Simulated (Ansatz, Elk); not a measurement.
## How far do independent atoms describe ZnInGaAgS4?

The structure of ZnInGaAgS4 used here is made up (a known structure type with other elements) and was relaxed beforehand with PBEsol. The aim is the Fourier transform of its all-electron density, F(hkl), set beside the sum over free spherical atoms that refinements use.

Main program and level: Elk 11.2.3 (patched build); DFT, PBE, all-electron APW+lo, Dirac cores, scalar-relativistic bands, static density, no spin.

The structure was built from a prototype and need not be the compound's stable phase.

## Step 1: Starting point

Symmetry: I-4, No. 82, tetragonal system. Conventional cell: a = 5.752 Å, b = 5.752 Å, c = 10.826 Å, α = 90.00°, β = 90.00°, γ = 90.00°. Nearest to In lie 4 S at 2.65 Å. Nearest to Ag lie 4 S at 2.53 Å. Nearest to Ga lie 4 S at 2.30 Å. Zn has 4 S at 2.32 Å nearest. S has 1 Ga at 2.30 Å and 1 Zn at 2.32 Å and 1 Ag at 2.53 Å and 1 In at 2.65 Å nearest. Farther neighbours and most contacts between anions are not listed.

## Step 2: Ground state and structure factors

An all-electron density is needed, since X-rays see the cores too. Task 0 finds the density and task 195 Fourier-transforms it; tshift is off so that phases refer to the origin typed.

elk.in reads:

```
tasks
  0
  195

xctype
  20

spinpol
  .false.

rgkmax
  7.0

gmaxvr
  14.0

lmaxo
  7

lmaxapw
  8

swidth
  0.002

tshift
  .false.

ramdisk
  .false.

hmaxvr
  5.5

maxscl
  120

epspot
  1e-06

sppath
  './'

avec
  -5.43517407396 5.43517407396 10.22900819001
  5.43517407396 -5.43517407396 10.22900819001
  5.43517407396 5.43517407396 -10.22900819001

atoms
  5
  'In.in'
  1
  0.5000000000 0.5000000000 0.0000000000   0.000000 0.000000 0.000000
  'Ag.in'
  1
  0.2500000000 0.7500000000 0.5000000000   0.000000 0.000000 0.000000
  'Ga.in'
  1
  0.7500000000 0.2500000000 0.5000000000   0.000000 0.000000 0.000000
  'Zn.in'
  1
  0.0000000000 0.0000000000 0.0000000000   0.000000 0.000000 0.000000
  'S.in'
  4
  0.8888925050 0.3401032365 0.9665603445   0.000000 0.000000 0.000000
  0.3735428920 0.9223321606 0.0334396555   0.000000 0.000000 0.000000
  0.6598967635 0.6264571080 0.5487892685   0.000000 0.000000 0.000000
  0.0776678394 0.1111074950 0.4512107315   0.000000 0.000000 0.000000

ngridk
  6 6 6
```

Command:

```console
$ OMP_NUM_THREADS=4 elk
```

Numbers of over 12 decimals in the logs are rounded to 6 here.

The log of the run:

```text
┌─────────────────────────┐
│ Elk code version 11.2.3 │
└─────────────────────────┘

All units are atomic (Hartree, Bohr, etc.)

┌─────────────────────────────────────────────────┐
│ Ground-state run starting from atomic densities │
└─────────────────────────────────────────────────┘

Lattice vectors :
  -5.435174074       5.435174074       10.22900819
   5.435174074      -5.435174074       10.22900819
   5.435174074       5.435174074      -10.22900819

Reciprocal lattice vectors :
  0.1766588926E-16  0.5780114143      0.3071258323
  0.5780114143      0.1766588926E-16  0.3071258323
  0.5780114143      0.5780114143      0.6636838752E-18

Unit cell volume      :    1208.705320
Brillouin zone volume :   0.2052197582

Muffin-tin inner radius fraction :   0.1000000000E-01

Nuclei treated as point charges

Species : 1 (In)
 parameters loaded from : In.in
 name : indium
 nuclear charge    :   -49.00000000
 electronic charge :    49.00000000
 atomic mass :    209300.4102
 muffin-tin radius :    2.600000000
 number of radial points in muffin-tin :   1193
 inner part over the whole radius :   0.9943151076E-02
 number on inner part of muffin-tin    :    850
 approximate nuclear radius :   0.8768807633E-04
 number of mesh points to nuclear radius :    427
 atomic positions (lattice), magnetic fields (Cartesian) :
  1 :   0.50000000  0.50000000  0.00000000    0.00000000  0.00000000  0.00000000

Species : 2 (Ag)
 parameters loaded from : Ag.in
 name : silver
 nuclear charge    :   -47.00000000
 electronic charge :    47.00000000
 atomic mass :    196631.6998
 muffin-tin radius :    2.600000000
 number of radial points in muffin-tin :   1193
 inner part over the whole radius :   0.9869554211E-02
 number on inner part of muffin-tin    :    849
 approximate nuclear radius :   0.8648227117E-04
 number of mesh points to nuclear radius :    425
 atomic positions (lattice), magnetic fields (Cartesian) :
  1 :   0.25000000  0.75000000  0.50000000    0.00000000  0.00000000  0.00000000

Species : 3 (Ga)
 parameters loaded from : Ga.in
 name : gallium
 nuclear charge    :   -31.00000000
 electronic charge :    31.00000000
 atomic mass :    127097.2539
 muffin-tin radius :    2.242531655
 number of radial points in muffin-tin :    993
 inner part over the whole radius :   0.9994115870E-02
 number on inner part of muffin-tin    :    701
 approximate nuclear radius :   0.7562051033E-04
 number of mesh points to nuclear radius :    340
 atomic positions (lattice), magnetic fields (Cartesian) :
  1 :   0.75000000  0.25000000  0.50000000    0.00000000  0.00000000  0.00000000

Species : 4 (Zn)
 parameters loaded from : Zn.in
 name : zinc
 nuclear charge    :   -30.00000000
 electronic charge :    30.00000000
 atomic mass :    119233.3130
 muffin-tin radius :    2.339474869
 number of radial points in muffin-tin :    993
 inner part over the whole radius :   0.9918130005E-02
 number on inner part of muffin-tin    :    701
 approximate nuclear radius :   0.7484757725E-04
 number of mesh points to nuclear radius :    338
 atomic positions (lattice), magnetic fields (Cartesian) :
  1 :   0.00000000  0.00000000  0.00000000    0.00000000  0.00000000  0.00000000

Species : 5 (S)
 parameters loaded from : S.in
 name : sulphur
 nuclear charge    :   -16.00000000
 electronic charge :    16.00000000
 atomic mass :    58450.91931
 muffin-tin radius :    2.003812880
 number of radial points in muffin-tin :    793
 inner part over the whole radius :   0.9979875034E-02
 number on inner part of muffin-tin    :    553
 approximate nuclear radius :   0.6195814986E-04
 number of mesh points to nuclear radius :    252
 atomic positions (lattice), magnetic fields (Cartesian) :
  1 :   0.88889251  0.34010324  0.96656034    0.00000000  0.00000000  0.00000000
  2 :   0.37354289  0.92233216  0.03343966    0.00000000  0.00000000  0.00000000
  3 :   0.65989676  0.62645711  0.54878927    0.00000000  0.00000000  0.00000000
[...]
species : 1 (In)
[...]
species : 2 (Ag)
[...]
species : 3 (Ga)
[...]
species : 4 (Zn)
[...]
species : 5 (S)
[...]
total in muffin-tins        :    207.3190499
 total calculated charge     :    220.9971083
 total charge                :    221.0000000
 error                       :   0.2891722453E-02

RMS change in Kohn-Sham potential (target) :   0.3237231432     (  0.1000000000E-05)
Absolute change in total energy (target)   :   0.5781641491     (  0.1000000000E-03)

[... loops 3 to 15 left out ...]

┌──────────────────┐
│ Loop number : 16 │
└──────────────────┘

Energies :
 Fermi                       :     0.197897
 sum of occupied eigenvalues :     -9772.8600216858
 electron kinetic            :      17159.797476962
 core electron kinetic       :      16351.563050126
 Coulomb                     :     -33137.967544698
 Coulomb potential           :     -26204.497788010
 nuclear-nuclear             :     -1782.8254306112
 electron-nuclear            :     -36540.805513355
 Hartree                     :      5185.6633992681
 Madelung                    :     -20035.718650693
 xc potential                :     -728.15971063840
 exchange                    :     -548.92385882302
 correlation                 :     -10.621518180912
 electron entropic           :    -0.10618159628380E-02
 total energy                :     -16537.716506555

Density of states at Fermi energy :    82.93603020
 (states/Hartree/unit cell)

Estimated indirect band gap :   0.1264944158E-02
 from k-point 15 to k-point 28
Estimated direct band gap   :   0.3939227508E-01
 at k-point 30

Charges :
 core                        :    128.0000000
 valence                     :    93.00000000
 interstitial                :    13.75521733
 muffin-tins (core leakage)
  species : 1 (In)
[...]
species : 2 (Ag)
[...]
species : 3 (Ga)
[...]
species : 4 (Zn)
[...]
species : 5 (S)
[...]
total in muffin-tins        :    207.2447827
 total calculated charge     :    220.9970990
 total charge                :    221.0000000
 error                       :   0.2900963867E-02

RMS change in Kohn-Sham potential (target) :   0.2213659203E-06 (  0.1000000000E-05)
Absolute change in total energy (target)   :   0.3313053821E-04 (  0.1000000000E-03)

Convergence targets achieved

┌──────────────────┐
│ Loop number : 17 │
└──────────────────┘

Energies :
 Fermi                       :     0.197897
 sum of occupied eigenvalues :     -9772.8600222739
 electron kinetic            :      17159.797480779
 core electron kinetic       :      16351.563056457
 Coulomb                     :     -33137.967542891
 Coulomb potential           :     -26204.497793509
 nuclear-nuclear             :     -1782.8254306112
 electron-nuclear            :     -36540.805502993
 Hartree                     :      5185.6633907130
 Madelung                    :     -20035.718646137
 xc potential                :     -728.15970954338
 exchange                    :     -548.92385846706
 correlation                 :     -10.621518217380
 electron entropic           :    -0.10618156477806E-02
 total energy                :     -16537.716500613

Density of states at Fermi energy :    82.93601409
 (states/Hartree/unit cell)

Estimated indirect band gap :   0.1264935123E-02
 from k-point 15 to k-point 28
Estimated direct band gap   :   0.3939224921E-01
 at k-point 30

Charges :
 core                        :    128.0000000
 valence                     :    93.00000000
 interstitial                :    13.75521726
 muffin-tins (core leakage)
  species : 1 (In)
[...]
species : 2 (Ag)
[...]
species : 3 (Ga)
[...]
species : 4 (Zn)
[...]
species : 5 (S)
[...]
atom 2                    :    13.92677286     (  0.2590540456E-03)
   atom 3                    :    13.92677286     (  0.2590540456E-03)
   atom 4                    :    13.92677286     (  0.2590540456E-03)
 total in muffin-tins        :    207.2447827
 total calculated charge     :    220.9970990
 total charge                :    221.0000000
 error                       :   0.2900963407E-02

┌──────────────────────────────┐
│ Self-consistent loop stopped │
└──────────────────────────────┘

Warning : the lowest level lies among the core levels :   -3.188739118      -3.282384117

Warning : core states of species 1 leak from the muffin-tin :   0.1288541628E-03

Warning : core states of species 3 leak from the muffin-tin :   0.1718990493E-02

Warning : core states of species 4 leak from the muffin-tin :   0.1172124272E-03

Warning : core states of species 5 leak from the muffin-tin :   0.2590540456E-03

Wrote STATE.OUT
```

It took 4.3 min on 4 threads of Arm Neoverse V1, shared host; peak memory 0.36 GiB.

SFACRHO.OUT:

```text

h k l indices transformed by vhmat matrix:
   1.000000000       0.000000000       0.000000000    
   0.000000000       1.000000000       0.000000000    
   0.000000000       0.000000000       1.000000000    

      h      k      l  multipl.   |H|            Re(F)            Im(F)           |F|

      0      0      0      1   0.0000000       221.00000      0.79835085E-17   221.00000    
      1      1     -1      2  0.61425166      -3.7511489      0.31491381E-10   3.7511489    
     -1      0      1      4  0.65454066      -11.762090       10.917525       16.048025    
     -1      0      0      4  0.65454066      -11.762089      -10.917525       16.048025    
      0      0      1      4  0.81743158       1.4907156     -0.17266897E-11   1.4907156    
      0     -2      1      4   1.0224967       135.65150       48.769830       144.15209    
      0      2     -1      4   1.0224967       135.65150      -48.769830       144.15209    
      2      1     -1      4   1.0876735      -22.154783      -17.253471       28.080539    
     -2     -1      1      4   1.0876735      -22.154783       17.253471       28.080539    
      1     -1     -1      4   1.1560228       87.005662      0.12405030E-07   87.005662    
     -2     -2      2      2   1.2285033       83.576298      0.45938647E-10   83.576298    
     -2      0      0      4   1.3090813       4.1652358       2.8673976       5.0567933    
      2      0      0      4   1.3090813       4.1652358      -2.8673976       5.0567933    
      1     -2      1      4   1.3284624      -13.735774       26.259832       29.635287    
      0     -1      2      4   1.3284624      -26.158248       7.0202156       27.083895    
      2     -1      0      4   1.3284624      -13.735774      -26.259832       29.635287    
     -2      1      1      4   1.3284624      -26.158248      -7.0202157       27.083895    
      1      3     -2      4   1.4756066      0.38842966       6.3151188       6.3270533
```

Elk indexes on the primitive cell of elk.in and gives |H| = 4π sin θ/λ in inverse bohr. Below, one row stands for each form hkl of the conventional cell (m members, Friedel mates merged), F is for one primitive cell and the density is static (no thermal factor). Free-atom factors are Waasmaier and Kirfel's, and R is Σm||F|−|F'||/Σm|F|.

```tsv
hkl	m	sin θ/λ (Å⁻¹)	abs F, DFT	neutral atoms	diff.	abs of complex diff.
002	2	0.092	3.751	3.668	+0.083	0.083
101	8	0.098	16.048	16.087	-0.039	0.053
110	4	0.123	1.491	1.455	+0.035	0.035
112	8	0.154	144.152	144.097	+0.055	0.803
103	8	0.164	28.081	27.919	+0.161	0.180
200	4	0.174	87.006	87.836	-0.831	0.831
004	2	0.185	83.576	84.365	-0.788	0.788
202	8	0.197	5.057	4.964	+0.093	0.093
211	8	0.200	29.635	29.672	-0.037	0.061
121	8	0.200	27.084	26.843	+0.241	0.297
114	8	0.222	6.327	6.354	-0.027	0.052
213	8	0.239	16.481	16.331	+0.150	0.169
123	8	0.239	17.212	17.321	-0.108	0.143
220	4	0.246	152.623	153.066	-0.443	0.443
```

## Step 3: The highest occupied states alone

An energy window below the Fermi level keeps the highest occupied states, to see at which angles they scatter; shallow core shells can lie inside it and anion s states outside. No new self-consistency is needed.

Edit elk.in of step 2 so:

```diff
@@ -1,3 +1,2 @@
 tasks
-  0
   195
@@ -40,2 +39,5 @@
 
+wsfac
+  -0.353340 0.497900
+
 sppath
```

Command:

```console
$ OMP_NUM_THREADS=4 elk
```

The log of the run:

```text
┌─────────────────────────────────┐
│ Elk code version 11.2.3 started │
└─────────────────────────────────┘

Info(readinput): the functional depends on the density's gradient
 muffin-tin radial points multiplied by    2.00000
 (not where nrmtscf is given)

┌────────────────────┐
│ Current task : 195 │
└────────────────────┘
Info(checkmt): changed muffin-tin radius of species 3 (Ga) from   2.4000 to   2.2425
Info(checkmt): changed muffin-tin radius of species 4 (Zn) from   2.4000 to   2.3395
Info(checkmt): changed muffin-tin radius of species 5 (S) from   2.2000 to   2.0038

Info(sfacrho): density structure factors written to SFACRHO.OUT

 Energy window :  -0.3533400000      0.4979000000

┌──────────────────┐
│ Elk code stopped │
└──────────────────┘
```

It took 40 s on 4 threads; peak memory 0.28 GiB.

States within 15 eV below the Fermi level hold 52.90 electrons; any levels below the window count with the cores, and a count that is not whole means the window cuts a band. Their amplitudes can exceed the total, where window and core parts have opposite phase:

```tsv
hkl	sin θ/λ (Å⁻¹)	abs F, window	abs F, all
002	0.092	0.185	3.751
101	0.098	11.461	16.048
110	0.123	2.057	1.491
112	0.154	20.727	144.152
103	0.164	8.758	28.081
200	0.174	7.198	87.006
004	0.185	6.872	83.576
202	0.197	3.066	5.057
211	0.200	9.707	29.635
121	0.200	6.314	27.084
```

## Step 4: Another functional

The difference from free atoms is small, so it is set against the change that LDA (Perdew-Wang) makes.

Edit elk.in of step 3 so:

```diff
@@ -1,2 +1,3 @@
 tasks
+  0
   195
@@ -4,3 +5,3 @@
 xctype
-  20
+  3
 
@@ -39,5 +40,2 @@
 
-wsfac
-  -0.353340 0.497900
-
 sppath
```

Command:

```console
$ OMP_NUM_THREADS=4 elk
```

The log of the run:

```text
┌─────────────────────────┐
│ Elk code version 11.2.3 │
└─────────────────────────┘

All units are atomic (Hartree, Bohr, etc.)

┌─────────────────────────────────────────────────┐
│ Ground-state run starting from atomic densities │
└─────────────────────────────────────────────────┘

Lattice vectors :
  -5.435174074       5.435174074       10.22900819
   5.435174074      -5.435174074       10.22900819
   5.435174074       5.435174074      -10.22900819

Reciprocal lattice vectors :
  0.1766588926E-16  0.5780114143      0.3071258323
[...]
total charge                :    221.0000000
 error                       :   0.2937529213E-02

┌──────────────────────────────┐
│ Self-consistent loop stopped │
└──────────────────────────────┘

Warning : the lowest level lies among the core levels :   -3.194559915      -3.279618216

Warning : core states of species 1 leak from the muffin-tin :   0.1265937972E-03

Warning : core states of species 3 leak from the muffin-tin :   0.1769243756E-02

Warning : core states of species 4 leak from the muffin-tin :   0.1190988966E-03

Warning : core states of species 5 leak from the muffin-tin :   0.2555748312E-03

Wrote STATE.OUT
[key lines of the parts left out:]
total energy                :     -16517.448791473
```

Wall time 3.3 min (4 threads); peak memory 0.3 GiB; 12 min of CPU time.

Against the first run R = 0.05 %; the largest change is -0.100 at 224.

## Step 5: A coarser k-mesh

About half the k-points along each axis test the sampling.

Edit elk.in of step 4 so:

```diff
@@ -5,3 +5,3 @@
 xctype
-  3
+  20
 
@@ -70,2 +70,2 @@
 ngridk
-  6 6 6
+  3 3 3
```

Command:

```console
$ OMP_NUM_THREADS=4 elk
```

The log of the run:

```text
┌─────────────────────────┐
│ Elk code version 11.2.3 │
└─────────────────────────┘

All units are atomic (Hartree, Bohr, etc.)

┌─────────────────────────────────────────────────┐
│ Ground-state run starting from atomic densities │
└─────────────────────────────────────────────────┘

Lattice vectors :
  -5.435174074       5.435174074       10.22900819
   5.435174074      -5.435174074       10.22900819
   5.435174074       5.435174074      -10.22900819

Reciprocal lattice vectors :
  0.1766588926E-16  0.5780114143      0.3071258323
[...]
total charge                :    221.0000000
 error                       :   0.2914529852E-02

┌──────────────────────────────┐
│ Self-consistent loop stopped │
└──────────────────────────────┘

Warning : the lowest level lies among the core levels :   -3.188674779      -3.282607410

Warning : core states of species 1 leak from the muffin-tin :   0.1289243669E-03

Warning : core states of species 3 leak from the muffin-tin :   0.1719011409E-02

Warning : core states of species 4 leak from the muffin-tin :   0.1172060971E-03

Warning : core states of species 5 leak from the muffin-tin :   0.2589853124E-03

Wrote STATE.OUT
[key lines of the parts left out:]
total energy                :     -16537.716043800
```

Elapsed: 78 s, on 4 threads; peak memory 0.35 GiB; 2.9 min of CPU time.

Against the first run R = 0.00 %; the largest change is +0.011 at 004.

## Step 6: Settings against the effect

```tsv
run	R against the first run (%)	R against neutral atoms, low angle (%)	wall time
PBE, rgkmax 7	0.00	0.42	4.3 min
LDA (Perdew-Wang)	0.05	0.43	3.3 min
k-mesh 3×3×3	0.00	0.42	78 s
```

## Step 7: What came out

- R against neutral atoms, sin θ/λ < 0.3 Å⁻¹: 0.42 %
- R against neutral atoms, 0.3 to 0.57 Å⁻¹: 0.18 %

What this shows: Independent neutral atoms miss the calculated amplitudes by R = 0.42 % below 0.3 Å⁻¹ and 0.18 % from there to 0.57 Å⁻¹; by shells, 0.44 % below 0.15 Å⁻¹ (3 forms), 0.42 % 0.15 to 0.3 (21 forms), 0.22 % 0.3 to 0.45 (50 forms), 0.15 % above 0.45 (75 forms). Bonding, aspherical density and the tables' own atoms all enter these figures, and the runs don't part them. The largest change of an amplitude is -0.83 electrons, at 200. R counts amplitudes alone; phases shift too. The window's part falls from 52.9 electrons at the origin to at most 3.78 between 0.45 and 0.57 Å⁻¹, where compact states inside the window still scatter. Below 0.3 Å⁻¹ the changes that finished (LDA (Perdew-Wang) and k-mesh 3×3×3) move F by R = 0.05 % at most, against the 0.42 % that separates it from free atoms. The basis has no finished test. These runs have no spin, though d or f shells may be open. The electron count is odd, so without spin the run is a metal by force. Part of the difference isn't bonding: the tables are fits to free atoms and ions calculated by other methods than this functional. Thermal motion, anomalous dispersion and extinction are left out.

[Logs are printed without paths, hosts, clocks, repeated set-up lines and the standing remarks that a program may print on its own settings, such as how far it seeks lower states.]

[Hosts, paths, dates, database ids (printed as entryN), source tags and the programs' standing remarks are cut or masked in the printed files.]
